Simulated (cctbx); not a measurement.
# Finding the light atoms

Cell a = 7.5010 Å, b = 10.4170 Å, c = 5.3030 Å, α = 90.00°, β = 134.96°, γ = 90.00°; space group C2 (no. 5); content Sn2 Se4 Ga2 Cu4 O4. The heavier atoms are placed; O is still missing.

The data are simulated with cctbx, not measured: Mo Kα, λ = 0.71073 Å, to d = 0.8 Å, 80 % of the full sphere, strongest reflection 5000 counts, noise from counting, a 1.5 % proportional error and a noise floor of 2 counts (s.d.); no absorption.

Refinement without O (map in e/Å³):

```text
Rint 0.027, 577 unique reflections to 0.80 A
cycle     R1     wR2    GooF  max shift (A)
   1  0.0948  0.1968   3.696   0.02971
   3  0.0673  0.1573   2.953   0.00005
final R1 0.0673 wR2 0.1573 GooF 2.953  parameters 12  data/parameter 48.1
atom        x        y        z      Ueq    occ   su(xyz)  su(Uiso or U11)
Sn1    0.00000  0.50706  0.00000   0.0122  1.000  0.00056  0.0005
Se1    0.25094  0.87236  0.50341   0.0174  1.000  0.00072  0.0006
Ga1    0.50000  0.74035  0.50000   0.0174  1.000  0.00050  0.0016
Cu1    0.50000  0.51062  0.00000   0.0167  1.000  0.00131  0.0011
Cu2    0.00000  0.73782  0.50000   0.0170  1.000  0.00066  0.0017
difference map: max 8.84 min -2.43 rms 0.68
Q1    0.2485  0.1193  0.9947    4    9.06  2.20 A from Cu1
Q2    0.0000  0.7713  0.5000    2    3.20  0.35 A from Cu2
Q3    0.2385  0.6331  0.4860    4    3.16  2.14 A from Cu2
Q4    0.0000  0.2694  0.5000    2    2.94  0.30 A from Ga1
Q5    0.2531  0.3859  0.0148    4    2.90  2.23 A from Sn1
Q6    0.0000  0.4905  0.0000    2    2.74  0.17 A from Sn1
Q7    0.0000  0.9962  0.0000    2    2.60  0.15 A from Cu1
Q8    0.2350  0.3800  0.5031    4    1.48  0.15 A from Se1
```

Simulated single-crystal data (cctbx): neutrons of λ = 0.95 Å, to d = 0.7 Å, 80 % of the full sphere, strongest reflection 5000 counts, noise from counting, a 1.5 % proportional error and a noise floor of 2 counts (s.d.); no absorption.

Refinement without O (map in fm/Å³; only maxima are listed):

```text
Rint 0.022, 861 unique reflections to 0.70 A
cycle     R1     wR2    GooF  max shift (A)
   1  0.4231  0.7799  14.510   0.03246
   6  0.3706  0.7292  13.566   0.00017
final R1 0.3706 wR2 0.7292 GooF 13.567  parameters 12  data/parameter 71.8
atom        x        y        z      Ueq    occ   su(xyz)  su(Uiso or U11)
Sn1    0.00000  0.50671  0.00000   0.0058  1.000  0.00165  0.0044
Se1    0.25249  0.87582  0.50812   0.0014  1.000  0.00330  0.0018
Ga1    0.50000  0.74290  0.50000   0.0014  1.000  0.00186  0.0029
Cu1    0.50000  0.50846  0.00000   0.0019  1.000  0.00211  0.0033
Cu2    0.00000  0.73827  0.50000   0.0051  1.000  0.00195  0.0031
difference map: max 47.83 min -9.84 rms 3.37
Q1    0.2497  0.1204  0.9982    4   48.20  2.21 A from Cu1
Q2    0.0000  0.5011  0.0000    2   46.65  0.06 A from Sn1
Q3    0.0000  0.0006  0.0000    2   41.92  0.08 A from Cu1
Q4    0.0000  0.2519  0.5000    2   40.44  0.09 A from Ga1
Q5    0.0000  0.7518  0.5000    2   40.19  0.14 A from Cu2
Q6    0.2515  0.3726  0.5040    4   34.76  0.06 A from Se1
Q7    0.2507  0.3848  0.9986    4   12.66  2.27 A from Cu1
Q8    0.2491  0.1274  0.5003    4   12.22  2.21 A from Cu2
```

**Question.** Where is O, and which data fix it better?

O sits at (0.7474, 0.6235, 0.9911). Adding it takes R1 from 0.067 to 0.026 with X-rays and from 0.371 to 0.022 with neutrons. Its largest coordinate s.u. is 0.00188 with X-rays and 0.00041 with neutrons, so neutrons fix it better in these data. In the X-ray map Q1 marks it. In the neutron map Q1 marks it.

Final neutron refinement:

```text
Rint 0.022, 861 unique reflections to 0.70 A
cycle     R1     wR2    GooF  max shift (A)
   1  0.0593  0.1240   2.312   0.02303
   3  0.0218  0.0488   0.909   0.00002
final R1 0.0218 wR2 0.0488 GooF 0.909  parameters 16  data/parameter 53.8
atom        x        y        z      Ueq    occ   su(xyz)  su(Uiso or U11)
Sn1    0.00000  0.50837  0.00000   0.0148  1.000  0.00009  0.0002
Se1    0.25088  0.87273  0.50354   0.0196  1.000  0.00032  0.0001
Ga1    0.50000  0.74068  0.50000   0.0216  1.000  0.00012  0.0002
Cu1    0.50000  0.51139  0.00000   0.0181  1.000  0.00015  0.0002
Cu2    0.00000  0.73730  0.50000   0.0218  1.000  0.00017  0.0002
O1     0.74754  0.62286  0.99165   0.0272  1.000  0.00041  0.0002
difference map: max 0.38 min -0.30 rms 0.09
Q1    0.2508  0.3557  0.1262    4    0.39  1.93 A from Cu2
Q2    0.2256  0.6859  0.1336    4    0.35  1.05 A from O1
Q3    0.0763  0.6489  0.2646    4    0.34  1.79 A from O1
Q4    0.0000  0.5784  0.0000    2    0.31  0.73 A from Sn1
Q5    0.1895  0.8805  0.6502    4    0.30  1.15 A from Se1
Q6    0.1164  0.9594  0.9068    4    0.29  1.38 A from Cu1
```

This is a model crystal, built by substitution and not relaxed, with assumed displacement parameters.

[Middle refinement cycles are left out of these outputs.]

[Logs are printed without paths, hosts, clocks, repeated set-up lines and the standing remarks that a program may print on its own settings, such as how far it seeks lower states.]
